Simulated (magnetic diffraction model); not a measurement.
## Solving a magnetic structure from powder neutron data: CeMgSc

Space group P-62m (no. 189), a = 7.5420 Å, c = 4.6450 Å.

```csv
site,atom,x,y,z
3f,Ce,0,0.4239,0
2d,Sc,1/3,2/3,1/2
1a,Sc,0,0,0
3g,Mg,0,0.7531,1/2
```

This is a made-up structure (elements placed in a structure type, unrelaxed), so the numbers test the method and describe no known phase.

Only Ce is taken to order (form factors of Ce3+); orders and moment sizes are assumed, and not adapted to the symmetry. Radiation: neutrons of λ = 1.594 Å, 3° to 45°; isotropic B of 0.23 Å² (Ce), 0.32 Å² (Sc) and 0.34 Å² (Mg). Simulated constant-wavelength pattern: nuclear and magnetic terms add, the magnetic one as |2.695 fm × Σ f S⊥ exp(2πi Q·r) exp(−B s²)|², summed over all Q at one angle with the factor 1/(sin²θ cos θ). For collinear order S is the moment m, which repeats by lattice and centring translations R with the sign exp(−2πi k·R). Free-ion form factors, Sears's scattering lengths of 1992, no absorption; a label names one of the reflections at its angle. The strongest nuclear line in the range is 100, and lines under 0.2 are left out.

Above the ordering temperature:

```
2θ (°)    index      I
 14.02  (1 0 0)    0.6
 19.76  (0 0 1)    5.8
 24.31  (1 0 1)   28.2
 24.40  (1 1 0)   40.7
 28.25  (2 0 0)    1.2
 31.59  (1 1 1)   38.6
 34.71  (2 0 1)  100.0
 37.67  (2 1 0)   19.2
 40.14  (0 0 2)   35.5
 42.89  (2 1 1)   66.4
 42.95  (3 0 0)   42.1
```

Below it (cell unchanged):

| 2θ (°) | I |
| --- | --- |
| 14.02 | 2.0 |
| 19.76 | 9.6 |
| 24.31 | 29.1 |
| 24.40 | 43.8 |
| 28.25 | 3.5 |
| 31.59 | 42.3 |
| 34.71 | 103.0 |
| 37.67 | 20.3 |
| 40.14 | 36.3 |
| 42.72 | 0.4 |
| 42.89 | 67.9 |
| 42.95 | 42.2 |

**Question.** Find the propagation vector, then choose among these models:
A. collinear moments along [101], 1.7 μB on Ce; signs + at (0, 0.4239, 0), + at (0.5761, 0.5761, 0), + at (0.4239, 0, 0)
B. collinear moments along [100], 1.7 μB on Ce; signs + at (0, 0.4239, 0), − at (0.5761, 0.5761, 0), − at (0.4239, 0, 0)
C. collinear moments along [101], 1.7 μB on Ce; signs + at (0, 0.4239, 0), − at (0.5761, 0.5761, 0), − at (0.4239, 0, 0)
D. collinear moments along [100], 1.7 μB on Ce; signs + at (0, 0.4239, 0), + at (0.5761, 0.5761, 0), + at (0.4239, 0, 0)

No line moves, and magnetic intensity falls on nuclear lines such as the one at 19.76°, so the magnetic cell equals the chemical primitive cell: k = 0.

Magnetic intensity, observed (below minus above) and for each model:

| 2θ (°) | index | observed | A | B | C | D |
| --- | --- | --- | --- | --- | --- | --- |
| 14.02 | (1 0 0) | 1.4 | 1.4 | 5.1 | 7.4 | 1.1 |
| 19.76 | (0 0 1) | 3.8 | 3.8 | 0.6 | 0.4 | 5.2 |
| 24.31 | (1 0 1) | 0.9 | 0.9 | 6.7 | 5.6 | 1.1 |
| 24.40 | (1 1 0) | 3.1 | 3.1 | 1.8 | 2.1 | 2.5 |
| 28.25 | (2 0 0) | 2.4 | 2.4 | 1.2 | 1.4 | 1.8 |
| 31.59 | (1 1 1) | 3.7 | 3.7 | 2.4 | 2.3 | 3.8 |
| 34.71 | (2 0 1) | 3.0 | 3.0 | 1.8 | 1.8 | 3.0 |
| 42.72 | (1 0 2) | 0.2 | 0.2 | 2.1 | 1.6 | 0.3 |

Model A matches.

The structure used: k = (0 0 0), collinear moments along [101], 1.7 μB on Ce; signs + at (0, 0.4239, 0), + at (0.5761, 0.5761, 0), + at (0.4239, 0, 0).

[Logs are printed without paths, hosts, clocks, repeated set-up lines and the standing remarks that a program may print on its own settings, such as how far it seeks lower states.]
